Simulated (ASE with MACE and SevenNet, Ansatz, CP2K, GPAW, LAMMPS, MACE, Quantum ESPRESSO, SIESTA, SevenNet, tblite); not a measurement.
## Machine-learned potentials runs on amorphous 43Bi2O3-57BaO (mol %) (99 atoms)

Aim: run amorphous 43Bi2O3-57BaO (mol %) (99 atoms) in machine-learned potentials and see how near its forces come to a plane-wave reference, and at what cost.

Main program and level: ASE with MACE and SevenNet; the method is named at each step.

## (1) Set-up

The cell holds 99 atoms: 26 Bi, 17 Ba and 56 O. Its edges and angles: a = 11.487 Å, b = 11.487 Å, c = 11.487 Å, α = 90.0°, β = 90.0°, γ = 90.0°. 99 atoms (26 Gd, 17 Ba, 56 O) placed at random at 8.51 g/cm³, melted at 5000 K for 10 ps at fixed volume with the Morse and Coulomb pair potential with partial charges (Pedone, Malavasi, Menziani, Cormack and Segre, J. Phys. Chem. B 110, 11780 (2006)). Quenched from 5000 K to 300 K at 50 K/ps and fixed volume, held 5 ps, then minimised at fixed cell. Then Gd was replaced by Bi and the cell scaled by 1.02 (the potential has no terms for the new elements, so the cell is a start for a DFT relaxation).

The yardstick, on the same geometry:

```
method                                           : Kohn-Sham DFT, PBE, SSSP efficiency 1.3.0 pseudopotentials, plane waves (Quantum ESPRESSO 7.5); sssp-pbe-1.3.0-efficiency, cutoffs 60/480 Ry, Γ point
r.m.s. force component                           : 0.6952 eV/Å
longest force                                    : 2.42 eV/Å
pressure                                         : 21.23 GPa
gap (highest filled to lowest empty level) : 1.235 eV
time                                             : 9.3 min on 4 MPI ranks of Arm Neoverse V2, shared host
CPU time                                         : 37 min
```

## (2) MACE MP-0b2 small potential

Method: machine-learned interatomic potential MACE MP-0b2 small, trained on PBE(+U) plane-wave data.

The input, run.py:

```python
import numpy as np
from ase.io import read
import mlip  # loads the published weights by name

atoms = read("structure.xyz")
atoms.calc = mlip.calc("mace-mp-0b2-small")
energy = atoms.get_potential_energy()
forces = atoms.get_forces()
print(f"energy {energy:.6f} eV")
print("forces (eV/A)")
for i, (a, f) in enumerate(zip(atoms, forces)):
    print(f"{i:4d} {a.symbol:2s} {f[0]:10.5f} {f[1]:10.5f} {f[2]:10.5f}")
stress = -atoms.get_stress(voigt=False) * 160.21766
print("stress (GPa, compression positive)")
for row in stress:
    print(" ".join(f"{x:10.4f}" for x in row))
```

The input, structure.xyz:

```xyz
99
Lattice="11.48663 0.00000 0.00000 0.00000 11.48663 0.00000 0.00000 0.00000 11.48663" Properties=species:S:1:pos:R:3 pbc="T T T"
Bi 0.14025 6.94551 6.14420
Bi 8.95153 6.06161 9.76938
Bi 0.77075 9.99314 4.62142
Bi 5.93020 3.51939 8.79474
Bi 3.68020 3.43129 2.87924
Bi 3.54615 8.49207 6.26240
Bi 2.96458 2.36831 9.91939
Bi 8.32091 3.28472 2.63159
Bi 10.04219 8.54387 8.37835
Bi 5.44960 11.47675 8.27037
Bi 8.58591 11.42690 2.13468
Bi 10.18853 2.53177 11.23243
Bi 11.45837 2.91565 4.78074
Bi 8.65093 0.71596 5.12396
Bi 11.15168 9.16243 0.50093
Bi 8.30449 1.86106 7.97321
Bi 2.90646 0.14140 3.20075
Bi 7.66687 7.98516 0.77317
Bi 7.77025 9.41352 6.27480
Bi 5.97489 2.74186 4.83955
Bi 9.44821 8.57925 4.00022
Bi 4.95866 9.74193 11.44803
Bi 3.28460 4.66989 7.17662
Bi 5.91963 7.63114 8.67424
Bi 5.89884 6.10193 2.82893
Bi 2.86993 1.44490 6.32684
Ba 5.60226 1.31361 0.81325
Ba 7.07450 4.09303 11.47411
Ba 11.25575 0.04962 7.45574
Ba 2.39841 10.11283 8.79853
Ba 5.53621 9.64739 3.76095
Ba 8.48265 10.94641 10.33555
Ba 6.30386 6.07413 5.89046
Ba 1.40160 7.10724 9.60443
Ba 10.38908 6.08435 2.42058
Ba 2.80549 8.15861 2.20635
Ba 0.42615 1.47442 2.05358
Ba 2.10711 5.88081 4.05386
Ba 1.30959 4.61751 0.61408
Ba 1.70186 11.31249 11.33443
Ba 0.02573 3.57223 8.45301
Ba 4.09487 6.21565 10.85624
Ba 8.92385 5.05308 6.56162
O 5.78834 8.66827 6.57690
O 10.38196 11.39393 0.63406
O 7.97884 7.22417 8.01261
O 9.46326 8.86102 1.88840
O 8.24993 1.87910 0.76122
O 3.01604 1.78215 1.51095
O 10.32223 3.62920 1.73046
O 1.26387 0.77845 4.79774
O 9.34506 8.11864 10.60388
O 0.92674 2.30743 10.97134
O 5.46867 7.84043 1.33153
O 4.21778 2.51810 7.79023
O 9.87747 2.27114 6.39334
[... 39 atom lines left out ...]
O 5.84853 3.72615 2.37854
O 1.61514 3.39395 6.30903
O 7.11562 1.38288 3.46816
O 2.34948 4.60671 9.34380
```

Run with:

```bash
$ OMP_NUM_THREADS=1 python run.py > output.txt
```

What it wrote:

```text
energy -543.992129 eV
forces (eV/A)
   0 Bi   -0.18200    0.75275    0.18088
   1 Bi    0.12538   -0.41994    0.31049
   2 Bi   -0.19953   -0.16839    0.14977
   3 Bi   -0.58289    0.10768   -1.57919
   4 Bi    0.28154   -0.08530   -0.28205
   5 Bi   -0.21285   -0.48200   -0.10793
   6 Bi    0.39997    0.25903   -0.41067
   7 Bi    0.37003   -0.12930    1.59531
   8 Bi   -0.02349    0.27534    0.04673
   9 Bi    0.41262   -0.24989   -0.00243
  10 Bi    0.44798    0.02534   -0.77114
  11 Bi   -0.54441    0.49811   -0.30148
  12 Bi    0.45371    1.02286    0.98911
  13 Bi    0.73638    0.13852   -0.46267
  14 Bi   -0.71841   -0.47598    0.70674
  15 Bi   -0.31443    0.18240   -0.03689
  16 Bi    0.58172    0.14694   -0.09348
  17 Bi   -0.17842   -0.98974   -0.24879
  18 Bi   -0.02519    0.50321    1.28799
  19 Bi    0.27597    0.48959    0.78722
  20 Bi   -0.96623    0.53689    0.14603
  21 Bi   -0.81378   -0.74262   -0.46155
  22 Bi   -0.15043    0.36307   -0.47826
  23 Bi    0.44191    0.71686    0.78740
[...]
91 O    -0.58955    0.64208   -0.60245
  92 O     0.74012   -0.71055   -0.64080
  93 O     0.85241   -0.59589   -0.29689
  94 O    -0.97383    0.28162    0.34894
  95 O     0.61128   -0.77427   -0.58007
  96 O    -0.66689    0.29687    0.02636
  97 O     0.37638   -0.87681   -1.09890
  98 O    -0.58347    0.41758    0.52611
stress (GPa, compression positive)
   23.4422    -0.1753    -0.7914
   -0.1753    18.4675     0.4007
   -0.7914     0.4007    23.2718
```

Wall time 6 s (1 thread of Arm Neoverse V2, shared host); peak memory 0.64 GiB.

Banners, paths, timers and routine set-up lines are dropped from the logs unmarked, and long logs keep their key lines alone; longer cuts are marked.

Compared with the plane-wave run:

| Property | Result |
| --- | --- |
| r.m.s. force component | 0.6336 eV/Å |
| r.m.s. difference of force components | 190.6 meV/Å |
| longest difference of force vectors | 684.6 meV/Å |
| force difference over r.m.s. force | 27.41 % |
| slope of forces against the reference's | 0.8777 |
| correlation of force components | 0.9631 |
| pressure | 21.73 GPa |
| pressure difference | 0.4979 GPa |

Length of the force difference by element (eV/Å):

```tsv
element	atoms	mean	most
Ba	17	0.29	0.59
Bi	26	0.30	0.68
O	56	0.30	0.65
```

The surroundings of Ba42, picked at random, nearest first, numbered as they follow in the input and with coordinates relative to it.

```tsv
atom	x	y	z	distance (Å)	bonds	Fx	Fy	Fz (eV/Å)
Ba42	0.00	0.00	0.00	0.00	8	1.28	-0.50	0.58
O92	-0.54	-0.75	2.50	2.66	6	-0.59	0.64	-0.60
O88	2.69	0.39	-0.34	2.73	5	-0.69	-0.46	0.72
O90	0.62	-2.72	-0.13	2.80	5	0.34	0.55	1.18
O99	-1.75	-1.61	-1.51	2.81	6	-0.58	0.42	0.53
O54	1.37	1.62	1.96	2.89	6	-1.10	-0.20	0.49
O57	-0.35	1.73	-2.32	2.92	5	-1.25	0.01	0.18
O71	-1.19	2.65	0.28	2.92	6	-0.40	-0.37	0.03
O68	1.09	-0.73	-2.69	3.00	5	-0.05	0.80	-0.01
Ba34	-2.69	0.89	-1.25	3.10	7	-0.38	0.16	-0.42
Bi24	1.82	1.42	-2.18	3.18	6	0.44	0.72	0.79
```

Atoms are counted from 1 here, from 0 in the log.

Forces lie 27 % from the reference's, at 0.0025 times its CPU time (on 1 against 4 cores).

## (3) MACE MP-0b3 medium potential

Method: machine-learned interatomic potential MACE MP-0b3 medium, trained on PBE(+U) plane-wave data.

run.py: that of step 2 with these lines changed.

```diff
@@ -5,3 +5,3 @@
 atoms = read("structure.xyz")
-atoms.calc = mlip.calc("mace-mp-0b2-small")
+atoms.calc = mlip.calc("mace-mp-0b3-medium")
 energy = atoms.get_potential_energy()
```

structure.xyz is that of step 2.

What it wrote:

```text
energy -543.800098 eV
forces (eV/A)
   0 Bi   -0.27695    1.07216    0.45898
   1 Bi   -0.01031   -0.18011    0.22991
   2 Bi   -0.42036   -0.38147    0.16909
   3 Bi   -0.88895    0.21620   -1.36493
   4 Bi    0.12153   -0.25381   -0.18711
   5 Bi   -0.23653   -0.23876   -0.05053
   6 Bi    0.42581    0.42340   -0.38613
   7 Bi    0.27632   -0.38258    1.16424
   8 Bi   -0.04877    0.43031    0.08176
   9 Bi    0.49096   -0.24301   -0.04232
  10 Bi    0.62749   -0.00834   -0.77710
  11 Bi   -0.63200    0.55507   -0.42215
  12 Bi    0.55247    0.88120    0.88741
  13 Bi    0.74853   -0.23090   -0.42233
  14 Bi   -0.70506   -0.81003    0.50737
  15 Bi   -0.10425   -0.04570   -0.15866
  16 Bi    0.65612    0.49591    0.02391
  17 Bi   -0.11307   -0.99327   -0.48482
  18 Bi    0.26429    0.74369    1.00324
  19 Bi   -0.04903    0.40767    0.62872
  20 Bi   -0.86993    0.69755    0.35087
  21 Bi   -0.82693   -0.69640   -0.57436
  22 Bi   -0.06546    0.23523   -0.30380
  23 Bi    0.60343    0.71582    0.64535
[...]
91 O    -0.46281    0.62427   -0.62679
  92 O     0.63510   -0.72407   -0.68805
  93 O     0.95271   -0.68126   -0.34092
  94 O    -1.38907    0.51718    0.35776
  95 O     0.60960   -0.68892   -0.75159
  96 O    -0.80792    0.18128    0.03717
  97 O     0.49607   -0.86327   -1.13383
  98 O    -0.53497    0.33675    0.45577
stress (GPa, compression positive)
   22.4706    -0.1968    -0.6643
   -0.1968    17.3602     0.4712
   -0.6643     0.4712    21.8359
```

Wall time 7.8 s (1 thread); peak memory 1 GiB.

Against the reference:

* r.m.s. force component: 0.6361 eV/Å
* r.m.s. difference of force components: 168.2 meV/Å
* longest difference of force vectors: 717.2 meV/Å
* force difference over r.m.s. force: 24.19 %
* slope of forces against the reference's: 0.8893
* correlation of force components: 0.972
* pressure: 20.56 GPa
* pressure difference: -0.6737 GPa

Against the first run (27 %), the force difference from the reference is 24 %, at 1.3 times the CPU time.

## (4) SevenNet 0 potential

Method: machine-learned interatomic potential SevenNet 0, trained on PBE(+U) plane-wave data.

run.py: that of step 3 with these lines changed.

```diff
@@ -5,3 +5,3 @@
 atoms = read("structure.xyz")
-atoms.calc = mlip.calc("mace-mp-0b3-medium")
+atoms.calc = mlip.calc("7net-0")
 energy = atoms.get_potential_energy()
```

structure.xyz is that of step 3.

What it wrote:

```text
energy -544.589050 eV
forces (eV/A)
   0 Bi   -0.11391    0.52558    0.12342
   1 Bi   -0.12244   -0.53576    0.06060
   2 Bi   -0.80383   -0.12938   -0.12520
   3 Bi   -0.38646    0.55724   -0.80004
   4 Bi    0.10413   -0.16390   -0.39332
   5 Bi   -0.00627   -0.33660    0.09868
   6 Bi    0.21241    0.12450   -0.05696
   7 Bi    0.10003   -0.47691    0.70381
   8 Bi    0.24863    0.37178    0.47260
   9 Bi    0.46402   -0.43617    0.04734
  10 Bi    0.52420    0.01847   -1.18919
  11 Bi   -0.21525    0.58905   -0.22344
  12 Bi    0.58819    0.89087    0.58935
  13 Bi    0.63797   -0.02869   -0.00300
  14 Bi   -0.26751   -0.13714    0.45885
  15 Bi   -0.06277    0.09416   -0.22194
  16 Bi    0.21612    0.90657   -0.23821
  17 Bi   -0.11792   -1.22583   -0.55808
  18 Bi    0.17083    1.05556    1.25717
  19 Bi    0.34886    0.39797    0.32063
  20 Bi   -0.86212    0.54105   -0.08866
  21 Bi   -0.65252   -0.60063   -0.68473
  22 Bi   -0.12055    0.39609   -0.41241
  23 Bi    0.39259    0.41506    0.63651
[...]
91 O    -0.16532    0.69372   -0.55245
  92 O     1.04088   -0.36733   -0.71741
  93 O     0.92658   -0.61967   -0.31536
  94 O    -1.72673    0.52933    0.40669
  95 O     0.70884   -0.62569   -0.72585
  96 O    -0.95691    0.40173    0.10243
  97 O     0.42550   -0.91134   -1.24453
  98 O    -0.47267    0.19332    0.23901
stress (GPa, compression positive)
   21.8140    -0.4695    -0.8151
   -0.4695    16.2841     0.4087
   -0.8151     0.4087    20.8776
```

Run time: 7.9 s. Hardware: 1 thread; peak memory 0.9 GiB.

Compared with the plane-wave run:

* r.m.s. force component: 0.6599 eV/Å
* r.m.s. difference of force components: 188.1 meV/Å
* longest difference of force vectors: 700.5 meV/Å
* force difference over r.m.s. force: 27.05 %
* slope of forces against the reference's: 0.9139
* correlation of force components: 0.9628
* pressure: 19.66 GPa
* pressure difference: -1.571 GPa

Against the first run (27 %), the force difference from the reference is 27 %, at 1.2 times the CPU time.

## (5) Side by side

Differences are against the plane-wave reference, forces as r.m.s. over components; share is that over the reference's r.m.s. force, slope the least-squares factor from reference forces to these. Total energies of different programs have different zeros and aren't compared.

```tsv
run	Δ force, r.m.s. (meV/Å)	share (%)	slope	Δ pressure (GPa)	cores	CPU time	memory (GiB)
reference	-	-	-	-	4	37 min	5.4
MACE MP-0b2 small potential	191	27.4	0.878	0.498	1	5.5 s	0.64
MACE MP-0b3 medium potential	168	24.2	0.889	-0.674	1	7.2 s	1.0
SevenNet 0 potential	188	27.1	0.914	-1.57	1	6.8 s	0.9
```

Times of the machine-learned potentials are mostly Python's start and the loading of weights.

CPU time is summed over cores on a shared host, where runs went side by side, so it is rough. Symmetry, cutoffs, thresholds, outputs and thread counts weren't matched or tuned between programs; memory under MPI is the largest rank's times the ranks.

## (6) Results

* nearest in forces: MACE MP-0b3 medium potential, 24 %
* its CPU time: 7.2 s

Machine-learned potentials differ by 24 % (MACE MP-0b3 medium potential) to 27 % (MACE MP-0b2 small potential); they were trained on other programs' data. The reference's pressure holds the uncorrected Pulay stress of its 60 Ry basis, so small pressure differences, and their order, may be the reference's own error. Machine-learned potentials mimic data converged in k, so the reference's own k-point error enters their differences. The quench rate of 50 K/ps is many orders above laboratory rates, so the cell is likely richer in defects and strain than a real sample. The network of bonds at the start is that of the classical potential that made the cell, and needn't be the one that DFT or experiment would give. The reference's stress is far from hydrostatic: its diagonal is 23.5, 17.7, 22.5 GPa, compression counted positive. The reference's pressure of 21 GPa belongs to a cell and atoms that aren't relaxed at this level. The electronic-structure runs sample only Γ, in a cell whose shortest periodic width is 11 Å. Spin–orbit coupling is left out, which matters for the levels of the heavy elements.

[Also dropped from logs without a mark: logging warnings of Python, and SIESTA's first energy breakdown and zero terms.]

[Logs are printed without paths, hosts, clocks, repeated set-up lines and the standing remarks that a program may print on its own settings, such as how far it seeks lower states.]

[Hosts, paths, dates, database ids (printed as entryN), source tags and the programs' standing remarks are cut or masked in the printed files.]
